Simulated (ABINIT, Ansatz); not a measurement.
# Ba2H6Os (Fm-3m): G0W0 on several meshes in ABINIT, part 2 of 2

How does the mesh move the gap of Ba2H6Os (Fm-3m)?

ABINIT 10.8.3; LDA and many-body steps on it, plane waves. Known limits of the many-body steps: not at the basis limit; no spin polarisation; d states lean on the start; no spin-orbit coupling; coarse k mesh.

So far. Step 4 (2×2×2): The gap on the mesh goes from 1.78 eV to 2.61 eV, a correction of +0.83 eV. Step 5 (Empty states on the mesh, 4×4×4 mesh, 118 bands): On this mesh the gap is 1.777 eV.

**7. 4×4×4**

This step: G0W0 on LDA, plane waves, norm-conserving pseudopotentials.

Contents of run.abi:

```
acell 3*1.0 Angstrom
rprim 
  -0.000000000000 4.046207840000 4.046207840000
  4.046207840000 0.000000000000 4.046207840000
  4.046207840000 4.046207840000 0.000000000000
ntypat 3
znucl 56 1 76
natom 9
typat 1 1 2 2 2 2 2 2 3
xred 
  0.750000000000 0.750000000000 0.750000000000
  0.250000000000 0.250000000000 0.250000000000
  0.785917090000 0.785917090000 0.214082910000
  0.214082910000 0.785917090000 0.214082910000
  0.785917090000 0.214082910000 0.214082910000
  0.214082910000 0.214082910000 0.785917090000
  0.785917090000 0.214082910000 0.785917090000
  0.214082910000 0.785917090000 0.785917090000
  0.000000000000 0.000000000000 0.000000000000
pp_dirpath "pseudos"
pseudos "Ba.upf, H.upf, Os.upf"
ecut 33
ngkpt 4 4 4
nshiftk 1
shiftk 0 0 0
kptopt 1
chksymbreak 0
istwfk *1
occopt 1
irdwfk 1
optdriver 4
nband 108
gwcalctyp 0
ecutsigx 33
symsigma 1
nkptgw 3
kptgw 
  0.0000000000 0.0000000000 0.0000000000
  0.5000000000 0.5000000000 0.0000000000
  -0.2500000000 0.5000000000 0.2500000000
bdgw 
  19 23
  20 23
  19 24
ecuteps 4.2
irdscr 1
ppmodel 1
indata_prefix "in"
outdata_prefix "out"
tmpdata_prefix "tmp"
```

Run with:

```console
$ OMP_NUM_THREADS=1 mpirun -n 4 abinit run.abi > log
```

Numbers of over 12 decimals in the logs are rounded to 6 here.

Output:

```text
.Version 10.8.3 of ABINIT. v10.8.2 released Aug 2026.

 Symmetries : space group Fm -3 m (#225); Bravais cF (face-center cubic)
[... echo of the input left out ...]
== DATASET  1 ==================================================================
-   mpi_nproc: 4, omp_nthreads: 1 (-1 if OMP is not activated)

--- !DatasetInfo
iteration_state: {dtset: 1, }
dimensions: {natom: 9, nkpt: 8, mband: 108, nsppol: 1, nspinor: 1, nspden: 1, mpw: 8144, }
cutoff_energies: {ecut:  33.0, pawecutdg:  -1.0, }
electrons: {nelect:   4.20000000E+01, charge:   0.00000000E+00, occopt:   1.00000000E+00, tsmear:   1.00000000E-02, }

 SIGMA: Calculation of the GW corrections

 Based on a program developped by R.W. Godby, V. Olevano, G. Onida, and L. Reining.
 Incorporated in ABINIT by V. Olevano, G.-M. Rignanese, and M. Torrent.
.Using double precision arithmetic ; gwpc =  8

[... cell and pseudopotentials left out ...]
--------------------------------------------------------------------------------

 ==== K-mesh for the wavefunctions ====
 Number of points in the irreducible wedge :     8
[... list of points left out ...]
 Together with 48 symmetry operations and time-reversal symmetry
 yields    64 points in the full Brillouin Zone.

 ==== Q-mesh for screening function ====
 Number of points in the irreducible wedge :     8
[... list of points left out ...]
 Together with 48 symmetry operations and time-reversal symmetry
 yields    64 points in the full Brillouin Zone.

 vcoul_init : cutoff-mode = AUXILIARY_FUNCTION
 q-points for optical limit:   1
     1)      0.000010    0.000020    0.000030
 setmesh: FFT mesh size selected  =    60x   60x   60
          total number of points  =       216000

 Number of electrons calculated from density =   42.0000; Expected =   42.0000
[...]
number of plane-waves for wavefunctions          7991
 number of bands                                   108
 number of q-points in IBZ                           8
 number of frequencies                               2
 number of real frequencies                          1
 number of imag frequencies                          1

 matrix elements of self-energy operator (all in [eV])

 Perturbative Calculation

--- !SelfEnergy_ee
iteration_state: {dtset: 1, }
kpoint     : [   0.000,    0.000,    0.000, ]
spin       : 1
KS_gap     :    2.784
QP_gap     :    3.946
Delta_QP_KS:    1.162
data: !SigmaeeData |
     Band     E0 <VxcDFT>   SigX SigC(E0)      Z dSigC/dE  Sig(E)    E-E0       E
       19   4.636 -17.170 -20.299   3.385   0.780  -0.283 -16.970   0.200   4.836
       20   4.636 -17.170 -20.299   3.385   0.780  -0.283 -16.970   0.200   4.836
       21   4.636 -17.170 -20.299   3.385   0.780  -0.283 -16.970   0.200   4.836
[...]
--- !SelfEnergy_ee
iteration_state: {dtset: 1, }
kpoint     : [   0.500,    0.500,    0.000, ]
spin       : 1
KS_gap     :    2.058
QP_gap     :    3.039
Delta_QP_KS:    0.980
data: !SigmaeeData |
     Band     E0 <VxcDFT>   SigX SigC(E0)      Z dSigC/dE  Sig(E)    E-E0       E
[...]
--- !SelfEnergy_ee
iteration_state: {dtset: 1, }
kpoint     : [  -0.250,    0.500,    0.250, ]
spin       : 1
KS_gap     :    2.056
QP_gap     :    3.015
Delta_QP_KS:    0.959
data: !SigmaeeData |
     Band     E0 <VxcDFT>   SigX SigC(E0)      Z dSigC/dE  Sig(E)    E-E0       E
[...]
23   7.588 -10.105  -5.344  -3.441   0.827  -0.209  -9.012   1.093   8.681
       24   7.588 -10.105  -5.344  -3.441   0.827  -0.209  -9.012   1.093   8.681

== END DATASET(S) ==============================================================
================================================================================

 -outvars: echo values of variables after computation  --------
           etotal      0.0000000000E+00
            nband         108
             nkpt           8
          spgroup         225
 [... the other variables as echoed above ...]

 Calculation completed.
```

The job ended after 30 s (4 MPI ranks of Intel Xeon 6975P-C (Granite Rapids), shared host; peak memory 2 GiB; 2 min of CPU time).

Numbers from this step:

* G0W0 gap on the points computed: 2.709 eV
* starting gap on the mesh: 1.777 eV
* k of the valence top: 0, 0, 0
* k of the conduction bottom: 0.5, 0.5, 0
* Z at the valence top: 0.78
* Z at the conduction bottom: 0.825
* least direct G0W0 gap on the computed points: 3.014 eV

Against G0W0 in ABINIT (2×2×2 mesh, 108 bands, screening to 114.3 eV, Godby-Needs plasmon pole), the gap moves by +0.101 eV.

**8. Side by side**

Times are wall times on 4 MPI ranks of Intel Xeon 6975P-C (Granite Rapids), shared host, good to a factor of about two. A run's time includes the screening step that it read.

| run | mesh | bands | screening cutoff (eV) | DFT gap (eV) | gap on the mesh (eV) | direct (eV) | ε∞ used | time |
| --- | --- | --- | --- | --- | --- | --- | --- | --- |
| 2×2×2 | 2×2×2 | 108 | 114.3 | 1.777 | 2.608 | 2.942 | 4.53 | 25 s |
| 4×4×4 | 4×4×4 | 108 | 114.3 | 1.777 | 2.709 | 3.014 | 4.36 | 2.4 min |

**9. What came out**

```
2×2×2        : 2.608 eV
4×4×4        : 2.709 eV
known limits : not at the basis limit; no spin polarisation; d states lean on the start; no spin-orbit coupling; coarse k mesh
```

What this shows: 4×4×4: +0.101 eV against 2×2×2. Bands and cutoff are finite, so the gap is not at the basis limit. The miss can reach some tenths of an eV and take either sign; the mesh is an error of its own. In the first G0W0 run levels were corrected at 2 k points alone, so a gap called «on the mesh» is the least over those, and an edge elsewhere would be missed. The 2×2×2 mesh is coarse for this cell, which bears on the long-range parts of exchange and screening. The runs have no spin polarisation. For a closed low-spin shell that is the natural state; where a d or f shell is open it is a constraint, and the gap is then not the crystal's own. With d states at the gap, one-shot GW leans hard on its start. The many-body steps are scalar-relativistic: spin-orbit coupling is not in them.

[Paths, hosts, dates, memory and timing lines, banners, echoed tables and standing remarks are left out of the program output.]

[Logs are printed without paths, hosts, clocks, repeated set-up lines and the standing remarks that a program may print on its own settings, such as how far it seeks lower states.]

[Runs of the session that timed out or met a known fault of the program may be left out.]

[No measured gap is set beside runs whose start may be inverted or whose files or cutoffs have a known fault.]

[Hosts, paths, dates, database ids (printed as entryN), source tags and the programs' standing remarks are cut or masked in the printed files.]

[G0W0 gaps are taken among the corrected bands and points alone; a level outside them can change the order at an edge.]

[Where Ansatz stands beside ABINIT at settings called matched, ABINIT's density can come from a denser mesh and the files from another edition; pairs whose starting gaps differed by over 0.03 eV were left out, so agreement reads better than it is.]
